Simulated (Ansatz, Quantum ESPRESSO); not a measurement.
# Ballistic transmission: In chain with one bond drawn out by 1.5 Å, part 3 of 4

Aim: the zero-bias transmission with pwcond for this junction: In chain with one bond drawn out by 1.5 Å.

Quantum ESPRESSO 7.5; plane-wave DFT, LDA, GBRV ultrasoft pseudopotentials; cross-check by Ansatz 0.2.0 with PAW datasets.

So far. Step 2 (Ground state): The run needed 16 iterations to bring the estimated error under 1e-07 Ry; the largest force on any atom, held or free, is 0.37 eV/Å. Step 3 (The open system): At no point does T exceed the number of channels.

## 4. Transmission with pwcond.x, with ewind = 2.0 and epsproj = 0.001

Level of this step: transmission by pwcond, lead and junction from one cell; plane-wave DFT, LDA, GBRV ultrasoft pseudopotentials (Quantum ESPRESSO).

A sensitivity test on the input.

Contents of cond.w.in:

```
&inputcond
  outdir = './out'
  prefixt = 'scf'
  tran_file = 'cond.w.dat'
  bdl = 0.7866666667
  bds = 4.1333333333
  ikind = 1
  ewind = 2.0
  epsproj = 0.001
  nz1 = 7
  energy0 = 2.0
  denergy = -0.1
/
1
  0.00000000 0.00000000 1.00000000
41
```

The run is started by

```sh
$ OMP_NUM_THREADS=1 mpirun -n 4 pwcond.x -in cond.w.in > cond.w.out
```

The program printed:

```text
[banner, memory and clock lines left out]
Program PWCOND v.7.5 starts
[citation notice left out]

[...]
./out/scf.save/

[...]
negative rho (up, down):  6.113E-03 0.000E+00
     Reading collected, re-writing distributed wavefunctions

===== INPUT FILE containing all the regions =====

     GEOMETRY:

     lattice parameter (alat)  =      14.1729  a.u.
     the volume                =   11767.4083 (a.u.)^3
     the cross section         =     200.8724 (a.u.)^2
     l of the unit cell        =       4.1333 (alat)
     number of atoms/cell      =           10
     number of atomic types    =            1

     crystal axes: (cart. coord. in units of alat)
               a(1) = (  1.0000  0.0000  0.0000 )
               a(2) = (  0.0000  1.0000  0.0000 )
               a(3) = (  0.0000  0.0000  4.1333 )

   Cartesian axes

     site n.     atom                  positions (alat units)
          1        In     tau(  1)=(  0.5000  0.5000  4.1333  )
          2        In     tau(  2)=(  0.5000  0.5000  0.3933  )
          3        In     tau(  3)=(  0.5000  0.5000  0.7867  )
          4        In     tau(  4)=(  0.5000  0.5000  1.1800  )
          5        In     tau(  5)=(  0.5000  0.5000  1.5733  )
          6        In     tau(  6)=(  0.5000  0.5000  2.1667  )
          7        In     tau(  7)=(  0.5000  0.5000  2.5600  )
          8        In     tau(  8)=(  0.5000  0.5000  2.9533  )
          9        In     tau(  9)=(  0.5000  0.5000  3.3467  )
         10        In     tau( 10)=(  0.5000  0.5000  3.7400  )

     nr1s                      =           54
     nr2s                      =           54
     nr3s                      =          225
     nr1sx                     =           54
     nr2sx                     =           54
     nr3sx                     =          225
     nr1                       =           60
     nr2                       =           60
     nr3                       =          243
     nr1x                      =           60
     nr2x                      =           60
     nr3x                      =          243

 _______________________________
  Radii of nonlocal spheres:

     type       ibeta     ang. mom.          radius (alat units)
       In         1         0                    0.1706
       In         2         0                    0.1706
       In         3         1                    0.1706
       In         4         1                    0.1706
       In         5         2                    0.1706
       In         6         2                    0.1706
----- General information -----

--- T calc. with identical leads (ikind=1) ---

     nrx                       =           54
     nry                       =           54
     nz1                       =            7

     energy0               =         2.0E+00
     denergy               =        -1.0E-01
     nenergy               =         41
     ecut2d                =         3.4E+01
     ewind                 =         2.0E+00
     epsproj               =         1.0E-03

     number of k_|| points=    1
                       cryst. coord.
        k(    1) = (   0.0000000   0.0000000), wk =   1.0000000
----- Information about left/right lead -----

     nocros                   =           18
     noins                    =           18
     norb                     =           54
     norbf                    =          162
     nrz                      =           43

      iorb      type   ibeta   ang. mom.   m       position (alat)
        1        1       1        0        1   taunew(   1)=(  0.5000  0.5000  0.0000)
        2        1       2        0        1   taunew(   2)=(  0.5000  0.5000  0.0000)
[...]
54        1       6        2        5   taunew(  54)=(  0.5000  0.5000  0.7867)
    k slab    z(k)  z(k+1)     crossing(iorb=1,norb)
    1   0.0000 0.0183 0.0183   111111111111111111000000000000000000000000000000000000
    2   0.0183 0.0366 0.0183   111111111111111111000000000000000000000000000000000000
[...]
43   0.7684 0.7867 0.0183   000000000000000000000000000000000000111111111111111111
----- Information about scattering region -----

     noins                    =          126
     norb                     =          162
     norbf                    =          162
     nrz                      =          182

      iorb      type   ibeta   ang. mom.   m       position (alat)
        1        1       1        0        1   taunew(   1)=(  0.5000  0.5000 -0.0000)
        2        1       2        0        1   taunew(   2)=(  0.5000  0.5000 -0.0000)
[...]
162        1       6        2        5   taunew( 162)=(  0.5000  0.5000  3.3467)
 ngper, shell number =          545          70
 ngper, n2d =          545          61
---  E-Ef =    2.0000000  k =    0.0000000   0.0000000
---  ie =          1  ik =          1
 Nchannels of the left tip =            3
 Right moving states:
   k1(2pi/a)   k2(2pi/a)   E-Ef (eV)
   0.3185521  -0.0000206   2.0000000
  -0.3196387   0.0000032   2.0000000
  -0.3196387   0.0000032   2.0000000
 Left moving states:
   k1(2pi/a)   k2(2pi/a)   E-Ef (eV)
  -0.3185521  -0.0000206   2.0000000
   0.3196387   0.0000032   2.0000000
   0.3196387   0.0000032   2.0000000

 to transmit
 Band j to band i transmissions and reflections:
    j         i     |T_ij|^2    |R_ij|^2

    1 -->     1     0.62680     0.37320
    1 -->     2     0.00000     0.00000
    1 -->     3     0.00000     0.00000
   Total T_j, R_j =    0.62680  0.37320

    2 -->     1     0.00000     0.00000
    2 -->     2     0.19754     0.38021
    2 -->     3     0.00000     0.42226
   Total T_j, R_j =    0.19754  0.80246

    3 -->     1     0.00000     0.00000
    3 -->     2     0.00000     0.42226
    3 -->     3     0.19754     0.38021
   Total T_j, R_j =    0.19754  0.80246

E-Ef(ev), T(x2 spins) =    2.0000000   2.0437423
---  E-Ef =    1.9000000  k =    0.0000000   0.0000000
---  ie =          2  ik =          1
 Nchannels of the left tip =            3
 Right moving states:
   k1(2pi/a)   k2(2pi/a)   E-Ef (eV)
   0.3107224  -0.0000208   1.9000000
  -0.3377020   0.0000031   1.9000000
  -0.3377020   0.0000031   1.9000000
 Left moving states:
   k1(2pi/a)   k2(2pi/a)   E-Ef (eV)
  -0.3107224  -0.0000208   1.9000000
   0.3377020   0.0000031   1.9000000
   0.3377020   0.0000031   1.9000000

 to transmit
 Band j to band i transmissions and reflections:
    j         i     |T_ij|^2    |R_ij|^2

    1 -->     1     0.60893     0.39107
    1 -->     2     0.00000     0.00000
    1 -->     3     0.00000     0.00000
   Total T_j, R_j =    0.60893  0.39107

    2 -->     1     0.00000     0.00000
    2 -->     2     0.20033     0.48863
    2 -->     3     0.00000     0.31104
   Total T_j, R_j =    0.20033  0.79967

    3 -->     1     0.00000     0.00000
    3 -->     2     0.00000     0.31104
    3 -->     3     0.20033     0.48863
   Total T_j, R_j =    0.20033  0.79967

E-Ef(ev), T(x2 spins) =    1.9000000   2.0191594
---  E-Ef =    1.8000000  k =    0.0000000   0.0000000
---  ie =          3  ik =          1
 Nchannels of the left tip =            3
 Right moving states:
   k1(2pi/a)   k2(2pi/a)   E-Ef (eV)
   0.3028514  -0.0000210   1.8000000
  -0.3560032   0.0000030   1.8000000
  -0.3560032   0.0000030   1.8000000
 Left moving states:
   k1(2pi/a)   k2(2pi/a)   E-Ef (eV)
  -0.3028514  -0.0000210   1.8000000
   0.3560032   0.0000030   1.8000000
   0.3560032   0.0000030   1.8000000

 to transmit
 Band j to band i transmissions and reflections:
    j         i     |T_ij|^2    |R_ij|^2

    1 -->     1     0.59409     0.40591
    1 -->     2     0.00000     0.00000
    1 -->     3     0.00000     0.00000
   Total T_j, R_j =    0.59409  0.40591

    2 -->     1     0.00000     0.00000
    2 -->     2     0.20193     0.57959
    2 -->     3     0.00000     0.21849
   Total T_j, R_j =    0.20193  0.79807

    3 -->     1     0.00000     0.00000
    3 -->     2     0.00000     0.21849
    3 -->     3     0.20193     0.57959
   Total T_j, R_j =    0.20193  0.79807

E-Ef(ev), T(x2 spins) =    1.8000000   1.9958944
[... further energies and points left out ...]
---  E-Ef =   -1.8000000  k =    0.0000000   0.0000000
---  ie =         39  ik =          1
 Nchannels of the left tip =            0
 Right moving states:
   k1(2pi/a)   k2(2pi/a)   E-Ef (eV)
 Left moving states:
   k1(2pi/a)   k2(2pi/a)   E-Ef (eV)

 to transmit
          E-Ef(ev), T =   -1.8000000   0.0000000
---  E-Ef =   -1.9000000  k =    0.0000000   0.0000000
---  ie =         40  ik =          1
 Nchannels of the left tip =            0
 Right moving states:
   k1(2pi/a)   k2(2pi/a)   E-Ef (eV)
 Left moving states:
   k1(2pi/a)   k2(2pi/a)   E-Ef (eV)

 to transmit
          E-Ef(ev), T =   -1.9000000   0.0000000
---  E-Ef =   -2.0000000  k =    0.0000000   0.0000000
---  ie =         41  ik =          1
 Nchannels of the left tip =            0
 Right moving states:
   k1(2pi/a)   k2(2pi/a)   E-Ef (eV)
 Left moving states:
   k1(2pi/a)   k2(2pi/a)   E-Ef (eV)

 to transmit
          E-Ef(ev), T =   -2.0000000   0.0000000
   T_tot     2.00000      0.20437E+01
   T_tot     1.90000      0.20192E+01
   T_tot     1.80000      0.19959E+01
   T_tot     1.70000      0.19736E+01
   T_tot     1.60000      0.19507E+01
   T_tot     1.50000      0.19236E+01
   T_tot     1.40000      0.18859E+01
   T_tot     1.30000      0.18313E+01
   T_tot     1.20000      0.17524E+01
   T_tot     1.10000      0.14996E+01
   T_tot     1.00000      0.17092E+01
   T_tot     0.90000      0.16274E+01
   T_tot     0.80000      0.15858E+01
   T_tot     0.70000      0.15670E+01
   T_tot     0.60000      0.15608E+01
   T_tot     0.50000      0.15550E+01
   T_tot     0.40000      0.15485E+01
   T_tot     0.30000      0.15707E+01
   T_tot     0.20000      0.16956E+01
   T_tot     0.10000      0.20564E+01
   T_tot    -0.00000      0.22289E+01
   T_tot    -0.10000      0.15327E+01
   T_tot    -0.20000      0.92175E+00
   T_tot    -0.30000      0.90311E+00
   T_tot    -0.40000      0.88258E+00
   T_tot    -0.50000      0.86063E+00
   T_tot    -0.60000      0.83779E+00
   T_tot    -0.70000      0.81448E+00
   T_tot    -0.80000      0.79064E+00
   T_tot    -0.90000      0.76485E+00
   T_tot    -1.00000      0.73155E+00
   T_tot    -1.10000      0.66959E+00
   T_tot    -1.20000      0.46144E+00
   T_tot    -1.30000      0.00000E+00
   T_tot    -1.40000      0.00000E+00
   T_tot    -1.50000      0.00000E+00
   T_tot    -1.60000      0.00000E+00
   T_tot    -1.70000      0.00000E+00
   T_tot    -1.80000      0.00000E+00
   T_tot    -1.90000      0.00000E+00
   T_tot    -2.00000      0.00000E+00

[...]
```

The job ended after 43 s (4 MPI ranks of Arm Neoverse V2, shared host; peak memory 0.38 GiB).

The changed values were drawn from a wide range, not chosen for quality; the comparison shows what they did here together.

Beside the run it was changed from:

```csv
quantity,this run,unchanged run,difference
"transmission at the Fermi level, one spin",1.114,1.139,-0.025
"lead channels at the Fermi level, one spin",3,3,0
wall time (s),43,165,
```

Over all energies T moves by up to 0.11, at -0.1 eV.

The physical values in this table move by up to 2.2 %.

(Part 3 of 4 ends here.)

[Logs are printed without paths, hosts, clocks, repeated set-up lines and the standing remarks that a program may print on its own settings, such as how far it seeks lower states.]

[Hosts, paths, dates, database ids (printed as entryN), source tags and the programs' standing remarks are cut or masked in the printed files.]

[Maps of the electrostatic potential energy from Ansatz leave out the sawtooth potential of an applied field or a dipole correction, so their vacuum need not be flat; planar profiles and work functions include it.]
